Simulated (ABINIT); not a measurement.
# NbSi3 (Pm-3m): zone-centre phonons, part 2 of 3

Which modes does NbSi3 (Pm-3m) have at the zone centre?

ABINIT 10.8.3; DFT LDA, scalar-relativistic, plane waves, JTH PAW pseudopotentials.

So far. Step 4 (Relaxation): The volume changes by +0.5 % in this run and stands -6.3 % from the first cell. The relaxed cell has a = 3.841 Å (conventional setting).

The structure was built from a prototype and need not be the compound's stable phase.

### 6. Zone-centre response

At q = 0 one unit cell holds all displacements. The response is solved for single atoms along the cell's directions, and symmetry skips those that follow from others. The crystal is treated as a metal, which screens a static field, so no field response is asked.

dfpt_gamma.abi reads:

```

# common to the responses
getwfk_filepath "gso_WFK"
kptopt 2
nqpt 1
qpt 0.0 0.0 0.0
asr 0
chneut 0

# displacements
rfphon 1
rfatpol 1 4
rfdir 1 1 1
tolvrs 1.0d-10
prtwf 0

# basis, mesh and filling
ecut 18.0
pawecutdg 36.0
ngkpt 8 8 8
nshiftk 1
shiftk 0.0 0.0 0.0
istwfk *1
occopt 3
tsmear 0.01
nband 20
nstep 100
diemac 1000000.0
prtebands 0
prtgsr 0

# cell and atoms
acell 3*1.0 Angstrom
rprim 
    3.840798114 0.0 0.0
    0.0 3.840798114 0.0
    0.0 0.0 3.840798114
ntypat 2
znucl 41 14
natom 4
typat 1 2 2 2
xred 
    0.0 0.0 0.0
    0.0 0.5 0.5
    0.5 0.0 0.5
    0.5 0.5 0.0
pp_dirpath "./pseudo"
pseudos "Nb.xml, Si.xml"
```

The run is started by

```bash
$ OMP_NUM_THREADS=1 mpirun -n 4 abinit dfpt_gamma.abi > dfpt_gamma.log
```

Numbers of over 12 decimals in the logs are rounded to 6 here.

dfpt_gamma.abo, the main output file:

```text
[banners, grids, parts of the stress and lines that vanish by symmetry left out]
- input  file    -> dfpt_gamma.abi
- output file    -> dfpt_gamma.abo
- root for input  files -> dfpt_gammai
- root for output files -> dfpt_gammao

-   ./pseudo/Nb.xml
-   ./pseudo/Si.xml
 Symmetries : space group Pm -3 m (#221); Bravais cP (primitive cubic)
================================================================================
 Values of the parameters that define the memory need of the present run (RF).
     intxc =       0      iscf =       7    lmnmax =      18     lnmax =       6
     mgfft =      30  mpssoang =       3    mqgrid =    3001     natom =       4
  nloc_mem =       2    nspden =       1   nspinor =       1    nsppol =       1
      nsym =      48    n1xccc =       1    ntypat =       2    occopt =       3
   xclevel =       1
-    mband =          20        mffmem =           1         mkmem =          65
-   mkqmem =          65        mk1mem =          65           mpw =        1410
      nfft =       27000          nkpt =         260
- my_mband =          20
Pmy_natom=         1
================================================================================
================================================================================

--------------------------------------------------------------------------------
------------- Echo of variables that govern the present computation ------------
--------------------------------------------------------------------------------
-
- outvars: echo of selected default values
-   iomode0 =  0 , fftalg0 =312 , wfoptalg0 = 10
-
- outvars: echo of global parameters not present in the input file
-  max_nthreads =    1
-
 -outvars: echo values of preprocessed input variables
 [... echo left out ...]
================================================================================

 chkinp: Checking input parameters for consistency.

[...]
== DATASET  1 ==================================================================
-   mpi_nproc: 4, omp_nthreads: 1 (-1 if OMP is not activated)

--- !DatasetInfo
iteration_state: {dtset: 1, }
dimensions: {natom: 4, nkpt: 260, mband: 20, nsppol: 1, nspinor: 1, nspden: 1, mpw: 1410, }
cutoff_energies: {ecut:  18.0, pawecutdg:  36.0, }
electrons: {nelect:   2.50000000E+01, charge:   0.00000000E+00, occopt:   3.00000000E+00, tsmear:   1.00000000E-02, }
meta: {optdriver: 1, rfphon: 1, }
...

 mkfilename: getwfk from: gso_WFK

 Real(R)+Recip(G) space primitive vectors, cartesian coordinates (Bohr,Bohr^-1):
 R(1)=  7.2580565  0.0000000  0.0000000  G(1)=  0.1377779  0.0000000  0.0000000
 R(2)=  0.0000000  7.2580565  0.0000000  G(2)=  0.0000000  0.1377779  0.0000000
 R(3)=  0.0000000  0.0000000  7.2580565  G(3)=  0.0000000  0.0000000  0.1377779
 Unit cell volume ucvol=  3.8234995E+02 bohr^3
 Angles (23,13,12)=  9.00000000E+01  9.00000000E+01  9.00000000E+01 degrees
 setup1 : take into account q-point for computing boxcut.

 Coarse grid specifications (used for wave-functions):

 getcut: wavevector=  0.0000  0.0000  0.0000  ngfft=  30  30  30
         ecut(hartree)=     18.000   => boxcut(ratio)=   2.16421

 Fine grid specifications (used for densities):

 getcut: wavevector=  0.0000  0.0000  0.0000  ngfft=  40  40  40
         ecut(hartree)=     36.000   => boxcut(ratio)=   2.04044

--- Pseudopotential description ------------------------------------------------
- pspini: atom type   1  psp file is ./pseudo/Nb.xml

- pspini: atom type   2  psp file is ./pseudo/Si.xml

   6.80530903E+02                                ecore*ucvol(ha*bohr**3)
--------------------------------------------------------------------------------

 ==>  initialize data related to q vector <==

 The list of irreducible perturbations for this q vector is:
    1)    idir= 1    ipert=   1
    2)    idir= 1    ipert=   2
    3)    idir= 2    ipert=   2

[...]
The perturbation idir=   2  ipert=   1 is
 symmetric of a previously calculated perturbation.
 So, its SCF calculation is not needed.

 The perturbation idir=   3  ipert=   1 is
 symmetric of a previously calculated perturbation.
 So, its SCF calculation is not needed.

 The perturbation idir=   3  ipert=   2 is
 symmetric of a previously calculated perturbation.
 So, its SCF calculation is not needed.

 The perturbation idir=   1  ipert=   3 is
 symmetric of a previously calculated perturbation.
 So, its SCF calculation is not needed.

[...]
The perturbation idir=   2  ipert=   4 is
 symmetric of a previously calculated perturbation.
 So, its SCF calculation is not needed.

 The perturbation idir=   3  ipert=   4 is
 symmetric of a previously calculated perturbation.
 So, its SCF calculation is not needed.

--------------------------------------------------------------------------------
 Perturbation wavevector (in red.coord.)   0.000000  0.000000  0.000000
 Perturbation : displacement of atom   1   along direction   1
 Found     8 symmetries that leave the perturbation invariant.

[...]
dfpt_looppert : total number of electrons, from k and k+q
  fully or partially occupied states are    2.500000E+01 and    2.500000E+01.
 Initialisation of the first-order wave-functions :
  ireadwf=   0

--- !BeginCycle
iteration_state: {dtset: 1, }
solver: {iscf: 7, nstep: 100, nline: 4, wfoptalg: 10, }
tolerances: {tolvrs: 1.00E-10, }
...

     iter   2DEtotal(Ha)        deltaE(Ha) residm    vres2
-ETOT  1   2353.5279514327      8.471E+01 6.232E+00 6.937E+06
 ETOT  2   15.753857961759     -2.338E+03 1.524E+00 4.003E+04
 ETOT  3   2.704075     -1.305E+01 8.410E-01 1.167E+03
 ETOT  4   2.300036     -4.040E-01 5.973E-03 3.585E+01
 ETOT  5   2.282634     -1.740E-02 2.278E-03 8.045E-01
[...]
At SCF step   19       vres2   =  2.12E-11 < tolvrs=  1.00E-10 =>converged.
[...]
Mean square residual over all n,k,spin=   14.333E-14; max=  85.391E-13

 Fourteen components of 2nd-order total energy (hartree) are
 1,2,3: 0th-order hamiltonian combined with 1st-order wavefunctions
     kin0=   5.36879397E+02 eigvalue=   1.42900355E+02  local=  -2.83150351E+02
 4,5,6: 1st-order hamiltonian combined with 1st and 0th-order wfs
 loc psp =  -3.19205907E+03  Hartree=   9.47999209E+02     xc=  -9.27849794E+01
 note that "loc psp" includes a xc core correction that could be resolved
 7,8,9: eventually, occupation + non-local contributions
    edocc=   3.60742837E+02     enl0=   1.55548715E+02   enl1=  -8.42607715E+02
 10: eventually, PAW "on-site" Hxc contribution: epaw1=  -7.43817429E-03
 1-10 gives the relaxation energy (to be shifted if some occ is /=2.0)
   erelax=  -2.26653904E+03
 11,12,13 Non-relaxation  contributions : frozen-wavefunctions and Ewald
 fr.local=   1.99852442E+03 fr.nonlo=   1.68432940E+02  Ewald=   9.00311631E+01
 14,15 Frozen wf xc core corrections (1) and (2)
 frxc 1  =  -7.06312847E+00  frxc 2 =   1.88959785E+01
 16 Contribution from 1st-order change of wavefunctions overlap
 eovl1 =  -2.49205772E+02
 Resulting in :
 2DEtotal=    0.2282335014E+01 Ha. Also 2DEtotal=    0.621054996013E+02 eV
    (2DErelax=   -2.2665390426E+03 Ha. 2DEnonrelax=    2.2688213776E+03 Ha)
    (  non-var. 2DEtotal :    2.2822113951E+00 Ha)

[...]
Perturbation wavevector (in red.coord.)   0.000000  0.000000  0.000000
 Perturbation : displacement of atom   2   along direction   1
 Found     8 symmetries that leave the perturbation invariant.

[...]
dfpt_looppert : total number of electrons, from k and k+q
  fully or partially occupied states are    2.500000E+01 and    2.500000E+01.
 Initialisation of the first-order wave-functions :
  ireadwf=   0

--- !BeginCycle
iteration_state: {dtset: 1, }
solver: {iscf: 7, nstep: 100, nline: 4, wfoptalg: 10, }
tolerances: {tolvrs: 1.00E-10, }
...

     iter   2DEtotal(Ha)        deltaE(Ha) residm    vres2
-ETOT  1   43.528719245884     -3.248E+00 1.418E+00 1.627E+05
[...]
At SCF step   17       vres2   =  3.00E-12 < tolvrs=  1.00E-10 =>converged.
[...]
Mean square residual over all n,k,spin=   12.742E-14; max=  36.551E-12

 Fourteen components of 2nd-order total energy (hartree) are
 1,2,3: 0th-order hamiltonian combined with 1st-order wavefunctions
     kin0=   4.12520821E+01 eigvalue=  -6.47923883E+00  local=  -1.97130800E+01
 4,5,6: 1st-order hamiltonian combined with 1st and 0th-order wfs
 loc psp =  -7.15085329E+01  Hartree=   1.96080660E+01     xc=  -5.62582474E+00
 note that "loc psp" includes a xc core correction that could be resolved
 7,8,9: eventually, occupation + non-local contributions
    edocc=   7.52740165E+00     enl0=   8.03146643E+00   enl1=  -1.96474512E+01
 10: eventually, PAW "on-site" Hxc contribution: epaw1=   6.06645521E-03
 1-10 gives the relaxation energy (to be shifted if some occ is /=2.0)
   erelax=  -4.65490450E+01
 11,12,13 Non-relaxation  contributions : frozen-wavefunctions and Ewald
 fr.local=   1.58154098E+01 fr.nonlo=   2.68633914E+01  Ewald=   5.48632388E+00
 14,15 Frozen wf xc core corrections (1) and (2)
 frxc 1  =  -4.68695205E+01  frxc 2 =   4.54815450E+01
 16 Contribution from 1st-order change of wavefunctions overlap
 eovl1 =  -9.71060455E-01
 Resulting in :
 2DEtotal=    0.2281046223E+00 Ha. Also 2DEtotal=    0.620704298128E+01 eV
    (2DErelax=   -4.6549045008E+01 Ha. 2DEnonrelax=    4.6777149630E+01 Ha)
    (  non-var. 2DEtotal :    2.2809712651E-01 Ha)

[...]
Perturbation wavevector (in red.coord.)   0.000000  0.000000  0.000000
 Perturbation : displacement of atom   2   along direction   2
 Found     4 symmetries that leave the perturbation invariant.

--------------------------------------------------------------------------------

--------------------------------------------------------------------------------

 dfpt_looppert : total number of electrons, from k and k+q
  fully or partially occupied states are    2.500000E+01 and    2.500000E+01.
 Initialisation of the first-order wave-functions :
  ireadwf=   0

--- !BeginCycle
iteration_state: {dtset: 1, }
solver: {iscf: 7, nstep: 100, nline: 4, wfoptalg: 10, }
tolerances: {tolvrs: 1.00E-10, }
...

     iter   2DEtotal(Ha)        deltaE(Ha) residm    vres2
-ETOT  1   54.539597516036      2.373E+00 1.102E+00 1.916E+05
[...]
ETOT 17   2.805625     -1.221E-11 1.060E-11 1.103E-08
 ETOT 18   2.805625     -1.033E-11 3.615E-12 3.341E-11

 At SCF step   18       vres2   =  3.34E-11 < tolvrs=  1.00E-10 =>converged.
[...]
Mean square residual over all n,k,spin=   74.824E-15; max=  36.150E-13

 Fourteen components of 2nd-order total energy (hartree) are
 1,2,3: 0th-order hamiltonian combined with 1st-order wavefunctions
     kin0=   4.34762714E+01 eigvalue=  -6.35961402E+00  local=  -2.22096584E+01
 4,5,6: 1st-order hamiltonian combined with 1st and 0th-order wfs
 loc psp =  -6.90825510E+01  Hartree=   2.15706448E+01     xc=  -5.91526717E+00
 note that "loc psp" includes a xc core correction that could be resolved
 7,8,9: eventually, occupation + non-local contributions
    edocc=   7.72557473E+00     enl0=   9.04970055E+00   enl1=  -2.76135006E+01
 10: eventually, PAW "on-site" Hxc contribution: epaw1=  -2.84398925E-03
 1-10 gives the relaxation energy (to be shifted if some occ is /=2.0)
   erelax=  -4.93612438E+01
 11,12,13 Non-relaxation  contributions : frozen-wavefunctions and Ewald
 fr.local=  -5.36654981E+01 fr.nonlo=   3.84606253E+01  Ewald=   6.99743159E+01
 14,15 Frozen wf xc core corrections (1) and (2)
 frxc 1  =  -4.63247481E+01  frxc 2 =   4.37221734E+01
 16 Contribution from 1st-order change of wavefunctions overlap
 eovl1 =  -1.01321610E+00
 Resulting in :
 2DEtotal=    0.2805624574E+01 Ha. Also 2DEtotal=    0.763449339396E+02 eV
    (2DErelax=   -4.9361243755E+01 Ha. 2DEnonrelax=    5.2166868328E+01 Ha)
    (  non-var. 2DEtotal :    2.8056264020E+00 Ha)

[...]
---- first-order wavefunction calculations are completed ----

 ==> Compute Derivative Database <==

 [... matrices left out ...]
  Phonon wavevector (reduced coordinates) :  0.00000  0.00000  0.00000
 Phonon energies in Hartree :
  -3.569270E-04 -3.569270E-04 -3.569270E-04  1.631978E-05  1.631978E-05
   1.631978E-05  1.049308E-03  1.049308E-03  1.049308E-03  1.202916E-03
   1.202916E-03  1.202916E-03
 Phonon frequencies in cm-1    :
- -7.833643E+01 -7.833643E+01 -7.833643E+01  3.581777E+00  3.581777E+00
-  3.581777E+00  2.302964E+02  2.302964E+02  2.302964E+02  2.640096E+02
-  2.640096E+02  2.640096E+02

== END DATASET(S) ==============================================================
================================================================================

 -outvars: echo values of variables after computation
            acell      1.8897261259E+00  1.8897261259E+00  1.8897261259E+00 Bohr
           etotal      2.8056245738E+00
            fcart      0.0000000000E+00  0.0000000000E+00  0.0000000000E+00
           strten      0.0000000000E+00  0.0000000000E+00  0.0000000000E+00
================================================================================
```

Elapsed: 2.3 min, on 4 MPI ranks of Arm Neoverse V2, shared host; 9.1 min of CPU time.

This step gave:

| Property | Result |
| --- | --- |
| largest acoustic frequency at the zone centre before the sum rule | 3.58 cm⁻¹ |
| highest optical zone-centre mode (no LO-TO term) | 264.0 cm⁻¹ |
| lowest optical zone-centre mode | -78.34 cm⁻¹ |

The acoustic modes at Γ come out as far as 3.6 cm⁻¹ from zero, where they should vanish, a small numerical error. The lowest optical mode is imaginary, 78i cm⁻¹, an instability at this level and on this k mesh.

[end of part 2 of 3]

[Host names and launcher messages were left out of these logs when they were recorded.]

[Logs are printed without paths, hosts, clocks, repeated set-up lines and the standing remarks that a program may print on its own settings, such as how far it seeks lower states.]

[Hosts, paths, dates, database ids (printed as entryN), source tags and the programs' standing remarks are cut or masked in the printed files.]
